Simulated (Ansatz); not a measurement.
**Iridium: the spin part of the Knight shift**

Aim: the contact shift that conduction electrons give to the nuclei of Iridium, and how far it is converged.

Calculated with Ansatz 0.2.0; DFT, PBE, plane-wave PAW, default files (PAW set soft_2), collinear spin, scalar-relativistic.

The database entry behind the starting cell differs from later determinations by our own check (0.1 to 0.3 % short, probably kX units), so it need not match the best structure at ambient conditions.

### 1. Set-up

Symmetry: Fm-3m, No. 225, cubic system. Conventional cell: a = 3.831 Å, b = 3.831 Å, c = 3.831 Å, α = 90.00°, β = 90.00°, γ = 90.00°. Nearest to Ir lie 12 Ir at 2.71 Å.

As a file:

```cif
data_structure
_symmetry_space_group_name_H-M 'Fm-3m'
_symmetry_Int_Tables_number 225
_cell_length_a 3.8312
_cell_length_b 3.8312
_cell_length_c 3.8312
_cell_angle_alpha 90.000
_cell_angle_beta 90.000
_cell_angle_gamma 90.000
_cell_volume 56.23
loop_
_atom_site_label
_atom_site_type_symbol
_atom_site_symmetry_multiplicity
_atom_site_Wyckoff_symbol
_atom_site_fract_x
_atom_site_fract_y
_atom_site_fract_z
_atom_site_occupancy
Ir1 Ir 4 a 0.00000 0.00000 0.00000 1
```

The cell is an entry of the Crystallography Open Database; it need not be the form that is stable at ambient conditions.

### 2. Applying a field to the spins

A field acting on the spins alone polarises the electrons at the Fermi level, and through exchange the cores. The spin density that this leaves at a nucleus gives the contact field (2μ₀/3) μB ρ_s, and its ratio to B is the isotropic contact shift K; the spin-dipolar anisotropy is not included. The field, 300 T, is far above laboratory fields so that the moment stands clear of numerical noise; it splits the spins by 35 meV, against a smearing of 100 meV. The net moment comes from states near the Fermi level, so the mesh must be dense.

input.yaml reads:

```yaml
crystal:
  lattice:
    - [0.0, 1.9156, 1.9156]
    - [1.9156, 0.0, 1.9156]
    - [1.9156, 1.9156, 0.0]
  atoms:
    - { symbol: Ir, position: [0.0, 0.0, 0.0] }
kpoints:
  mp_grid: { grid: [29, 29, 29] }
scf:
  lower_state_search: "off"
  occupations: { method: fermi_dirac, width: 0.1 }
  convergence: { dr2_threshold: 1.0e-10 }
hamiltonian:
  xc: pbe
output:
  efg: { contact_densities: true, quadrupole_moments_barn: { Ir: 0.751 } }
  forces: true
  dos: { de: 0.02 }
  write_density: true
  write_potential: true
  elf: true
  volumetric_format: npy
magnetization:
  spin_polarized: true
  magnetic_field: 300
```

Command:

```bash
> ansatz run input.yaml --threads 2 --pin off --max-ram 4096MiB --backend cpu --events-out ev --progress --plain --runs-dir out
```

Numbers of over 12 decimals in the logs are rounded to 6 here.

Output:

```text
[a pick of lines, long numbers rounded; other set-up, energy and force rows are left out]
Functional definition: PBE
Basis set: ecut = 420 eV, 283 PW (Γ), exchange–correlation on 40×40×40 points (8 copies of the dense FFT grid, shifted against one another)
Symmetry: 48 space group operations
k-points: 680 of 24389
SCF iter   1: F=—  HF=-11934.233379 eV  |F-HF|=—  |Δ(HF+E_count)|=         —  Δρ=9.37e-2 (↑7.23e-2 ↓9.37e-2)  dr2=1.28e-1  dr2_m=8.68e-1  M=1.495 μB ∫|m|=1.495 μB  ethr=1.38e-3  ⟨swp⟩=1.0  Hψ=124577  notcnv=0
SCF iter   2: F=—  HF=-11935.151056 eV  |F-HF|=—  |Δ(HF+E_count)|=         —  Δρ=7.00e-2 (↑7.00e-2 ↓4.48e-2)  dr2=2.26e-1  dr2_m=3.73e-1  M=0.461 μB ∫|m|=0.480 μB  β_m=0.30  ethr=7.51e-4  ⟨swp⟩=2.9  Hψ=31893  notcnv=0
preconditioner: auto → none  [metal: Δε(μ)=0.001 eV  Ē_g=16.214 eV  σ=0.100 eV  W_gap=0.00  n_scr=0 (ndim 8)  ℏωp=29.7 eV  f_vac=0.000  D(μ)=0.98/eV (n_scr^D=14)]
SCF iter   3: F=—  HF=-11935.173641 eV  |F-HF|=—  |Δ(HF+E_count)|=   2.26e-2  Δρ=4.91e-2 (↑4.91e-2 ↓3.89e-2)  dr2=4.47e-2  dr2_m=2.31e-1  M=0.379 μB ∫|m|=0.398 μB  β_m=0.30  ethr=7.51e-4  ⟨swp⟩=2.5  Hψ=33360  notcnv=0
SCF iter   4: F=—  HF=-11935.214382 eV  |F-HF|=—  |Δ(HF+E_count)|=   4.07e-2  Δρ=3.43e-2 (↑3.39e-2 ↓3.43e-2)  dr2=3.76e-3  dr2_m=1.46e-1  M=0.310 μB ∫|m|=0.328 μB  β_m=0.30  ethr=2.63e-4  ⟨swp⟩=2.4  Hψ=34105  notcnv=0  defer=125
SCF iter   5: F=—  HF=-11935.247357 eV  |F-HF|=—  |Δ(HF+E_count)|=   3.30e-2  Δρ=2.72e-2 (↑2.72e-2 ↓2.69e-2)  dr2=3.78e-5  dr2_m=9.43e-2  M=0.251 μB ∫|m|=0.267 μB  β_m=0.30  ethr=2.21e-5  ⟨swp⟩=2.0  Hψ=27134  notcnv=0  defer=125
SCF iter   6: F=—  HF=-11935.269224 eV  |F-HF|=—  |Δ(HF+E_count)|=   2.19e-2  Δρ=2.18e-2 (↑2.18e-2 ↓2.18e-2)  dr2=8.04e-6  dr2_m=6.12e-2  M=0.204 μB ∫|m|=0.220 μB  β_m=0.30  ethr=2.22e-7  ⟨swp⟩=2.0  Hψ=30986  notcnv=0  defer=125
SCF iter   7: F=—  HF=-11935.283377 eV  |F-HF|=—  |Δ(HF+E_count)|=   1.42e-2  Δρ=1.76e-2 (↑1.75e-2 ↓1.76e-2)  dr2=2.52e-6  dr2_m=3.96e-2  M=0.168 μB ∫|m|=0.182 μB  β_m=0.30  ethr=4.73e-8  ⟨swp⟩=2.2  Hψ=32457  notcnv=0  defer=125
SCF iter   8: F=—  HF=-11935.292535 eV  |F-HF|=—  |Δ(HF+E_count)|=   9.16e-3  Δρ=1.41e-2 (↑1.41e-2 ↓1.41e-2)  dr2=1.26e-6  dr2_m=2.56e-2  M=0.139 μB ∫|m|=0.151 μB  β_m=0.30  ethr=1.48e-8  ⟨swp⟩=3.6  Hψ=42991  notcnv=0  defer=125
SCF iter   9: F=—  HF=-11935.298464 eV  |F-HF|=—  |Δ(HF+E_count)|=   5.93e-3  Δρ=1.14e-2 (↑1.14e-2 ↓1.13e-2)  dr2=3.76e-7  dr2_m=1.66e-2  M=0.116 μB ∫|m|=0.127 μB  β_m=0.30  ethr=7.41e-9  ⟨swp⟩=3.9  Hψ=44915  notcnv=0  defer=125
SCF iter  10: F=—  HF=-11935.302310 eV  |F-HF|=—  |Δ(HF+E_count)|=   3.85e-3  Δρ=9.14e-3 (↑9.14e-3 ↓9.12e-3)  dr2=4.80e-7  dr2_m=1.07e-2  M=0.098 μB ∫|m|=0.107 μB  β_m=0.53  ethr=2.21e-9  ⟨swp⟩=3.4  Hψ=42699  notcnv=0  defer=125
SCF iter  11: F=—  HF=-11935.309210 eV  |F-HF|=—  |Δ(HF+E_count)|=   6.90e-3  Δρ=1.82e-3 (↑1.80e-3 ↓1.82e-3)  dr2=6.18e-8  dr2_m=4.23e-4  M=0.037 μB ∫|m|=0.040 μB  β_m=0.82  ethr=2.21e-9  ⟨swp⟩=3.7  Hψ=46462  notcnv=0  defer=126
SCF iter  12: F=—  HF=-11935.309467 eV  |F-HF|=—  |Δ(HF+E_count)|=         —  Δρ=8.59e-4 (↑8.42e-4 ↓8.59e-4)  dr2=6.73e-8  dr2_m=9.32e-5  M=0.015 μB ∫|m|=0.015 μB  β_m=0.82  ethr=3.64e-10  ⟨swp⟩=6.1  Hψ=115015  notcnv=0  defer=422
SCF iter  13: F=—  HF=-11935.309514 eV  |F-HF|=—  |Δ(HF+E_count)|=   4.68e-5  Δρ=3.92e-4 (↑3.92e-4 ↓3.79e-4)  dr2=4.02e-8  dr2_m=1.92e-5  M=0.019 μB ∫|m|=0.019 μB  β_m=0.91  ethr=3.64e-10  ⟨swp⟩=2.1  Hψ=42905  notcnv=0  defer=416
SCF iter  14: F=—  HF=-11935.309527 eV  |F-HF|=—  |Δ(HF+E_count)|=   1.30e-5  Δρ=3.99e-5 (↑1.56e-5 ↓3.99e-5)  dr2=2.95e-7  dr2_m=4.68e-8  M=0.022 μB ∫|m|=0.022 μB  β_m=0.81  ethr=2.37e-10  ⟨swp⟩=3.5  Hψ=40518  notcnv=0  defer=416
SCF iter  15: F=—  HF=-11935.309527 eV  |F-HF|=—  |Δ(HF+E_count)|=   5.40e-8  Δρ=1.54e-5 (↑1.54e-5 ↓7.82e-6)  dr2=2.23e-8  dr2_m=1.38e-8  M=0.022 μB ∫|m|=0.022 μB  β_m=0.82  ethr=2.37e-10  ⟨swp⟩=2.0  Hψ=30885  notcnv=0  defer=416
SCF iter  16: F=—  HF=-11935.309527 eV  |F-HF|=—  |Δ(HF+E_count)|=   1.94e-8  Δρ=2.76e-6 (↑2.76e-6 ↓1.44e-6)  dr2=6.20e-10  dr2_m=4.74e-10  M=0.022 μB ∫|m|=0.022 μB  β_m=0.91  ethr=1.31e-10  ⟨swp⟩=2.5  Hψ=28656  notcnv=0  defer=416
SCF iter  17: F=-11935.309527 eV  HF=-11935.309527 eV  |F-HF|=1.82e-12  |Δ(HF+E_count)|=  8.24e-10  Δρ=2.43e-7 (↑2.43e-7 ↓1.31e-7)  dr2=4.73e-12  dr2_m=3.76e-12  M=0.022 μB ∫|m|=0.022 μB  β_m=0.95  ethr=1.00e-12  ⟨swp⟩=5.1  Hψ=85592  notcnv=0
SCF iter  18: F=-11935.309527 eV  HF=-11935.309527 eV  |F-HF|=3.64e-12  |Δ(HF+E_count)|=  1.09e-11  Δρ=1.03e-8 (↑1.03e-8 ↓7.27e-9)  dr2=9.69e-15  dr2_m=7.27e-15  M=0.022 μB ∫|m|=0.022 μB  ethr=1.00e-12  ⟨swp⟩=3.3  Hψ=64361  notcnv=0
SCF converged after 18 iterations
Magnetization: 0.0221 μB (8.5110 up, 8.4890 down)
Absolute magnetization: 0.0222 μB (∫|ρ↑−ρ↓|, with the PAW one-centre terms)
Per-site moments (μB) at R_I (Å): [(0.021024, 1.117490)]
Free energy (F): -11935.309527 eV
Fermi energy:    26.013951 eV
--- Forces (eV/Å), atoms counted from 1 ---
--- PAW observables at the nuclei: V_zz in 10²¹ V/m², potentials from the cell's mean, atoms counted from 1 ---
  atom   1  Ir V_zz =    -0.000000   η = 0.0000   by run symmetry: forbidden   C_q = -0.0000 MHz
            electrostatic potential = -15798.551976 V   contact ρ = 11166124.903753 e/Å³   contact ρ_s (e/Å³): all electrons -0.170022, valence -0.098723
--- Band table (eV; the first three rows and the last of 1360) ---
  k-point 0 ↑: bands = ["-66.8828", "-23.3617", "-23.3617", "-23.3617", "14.8192", "22.0807", "22.0807", "22.0807", "24.8002", "24.8002", "39.5955", "45.1411", "45.1411", "45.1411"]
  k-point 1 ↑: bands = ["-66.8820", "-23.3716", "-23.3631", "-23.3631", "14.8732", "22.0508", "22.1044", "22.1044", "24.7841", "24.7841", "39.6901", "44.8680", "45.2311", "45.2311"]
  k-point 2 ↑: bands = ["-66.8797", "-23.4006", "-23.3670", "-23.3670", "15.0330", "21.9664", "22.1722", "22.1722", "24.7403", "24.7403", "39.9654", "44.1971", "45.4979", "45.4979"]
  k-point 679 ↓: bands = ["-66.7457", "-23.8605", "-23.8328", "-23.6174", "19.7268", "20.9672", "21.2792", "24.2440", "27.5420", "33.9780", "35.1680", "35.3699", "39.4724", "50.7403"]
```

The job ended after 63 s (2 threads of Arm Neoverse N1, shared host; peak memory 0.53 GiB; 67 s of CPU time).

The moment is 0.0221 μB a cell, a spin susceptibility of 41.1 × 10⁻⁶ emu per mole of atoms. With 7.769 T for 1 e/Å³:

| site | nucleus | contact shift (ppm) | from valence states | rest (mostly cores) |
| --- | --- | --- | --- | --- |
| Ir | 193Ir | -4400 | -2560 | -1850 |

The split depends on the files: semicore shells that they treat as valence count in the first part.

### 3. Is the response linear?

The shift is a ratio that holds only while the moment grows in step with the field, so the field is doubled.

input.yaml: that of step 2 with these lines changed.

```diff
@@ -18,9 +18,4 @@
   forces: true
-  dos: { de: 0.02 }
-  write_density: true
-  write_potential: true
-  elf: true
-  volumetric_format: npy
 magnetization:
   spin_polarized: true
-  magnetic_field: 300
+  magnetic_field: 600
```

Output:

```text
[a pick of lines, long numbers rounded; other set-up, energy and force rows are left out]
[...]
Basis set: ecut = 420 eV, 283 PW (Γ), exchange–correlation on 40×40×40 points (8 copies of the dense FFT grid, shifted against one another)
[... 1 set-up line as in the run before ...]
k-points: 680 of 24389
[...]
SCF converged after 19 iterations
Magnetization: 0.0442 μB (8.5221 up, 8.4779 down)
Absolute magnetization: 0.0444 μB (∫|ρ↑−ρ↓|, with the PAW one-centre terms)
Per-site moments (μB) at R_I (Å): [(0.042073, 1.117490)]
Free energy (F): -11935.310103 eV
Fermi energy:    26.013700 eV
--- Forces (eV/Å), atoms counted from 1 ---
[...]
atom   1  Ir V_zz =    +0.000000   η = 0.0000   by run symmetry: forbidden   C_q = +0.0000 MHz
[...]
```

It took 45 s on 2 threads; peak memory 0.51 GiB.

The moment goes from 0.0221 to 0.0442 μB, a factor of 2.00, and the shift of Ir from -4400 to -4400 ppm. The response is linear on all sites, to 3 % of the larger of shift and valence part or 3 ppm; the largest move is +7 ppm, on Ir.

### 4. Other settings

Each row names what differs in the settings from the first run, the PAW files staying the same unless named (PBE, default files (PAW set soft_2), mesh 29×29×29, fermi dirac smearing of 0.1 eV, cutoff 420 eV, 300 T). Shifts in ppm; times on 2 threads of Arm Neoverse N1, shared host.

| run | time | χ_s (10⁻⁶ emu/mol) | Ir |
| --- | --- | --- | --- |
| first run | 63 s | 41.1 | -4400 |
| volume × 0.960 | 48 s | 37.1 | -3870 |
| 1000 T | 41 s | 41.2 | -4380 |
| LDA | 39 s | 38.9 | -3120 |
| PBEsol | 46 s | 40.4 | -3960 |

### 5. Outcome

| Quantity | Value |
| --- | --- |
| 193Ir contact shift | -4400 ppm |
| spin susceptibility | 41.1 × 10⁻⁶ emu per mole of atoms |

In words: The spin part of the Knight shift is -4400 ppm on Ir in the first run. No row of the table has a finer mesh on this cell, so the value may still hold a sampling error. Another functional changes the shift of Ir by +1280 ppm (LDA) and +442 ppm (PBEsol). Over the rows of this table on the first cell the shift spans -4400 to -3120 ppm on Ir. 2 further runs of this session (failed, refused or on trial settings) are not shown. The orbital shift is left out; on d- and f-block metals such as Ir it can be large. Spin-orbit coupling is missing.

[Logs are printed without paths, hosts, clocks, repeated set-up lines and the standing remarks that a program may print on its own settings, such as how far it seeks lower states.]

[Hosts, paths, dates, database ids (printed as entryN), source tags and the programs' standing remarks are cut or masked in the printed files.]
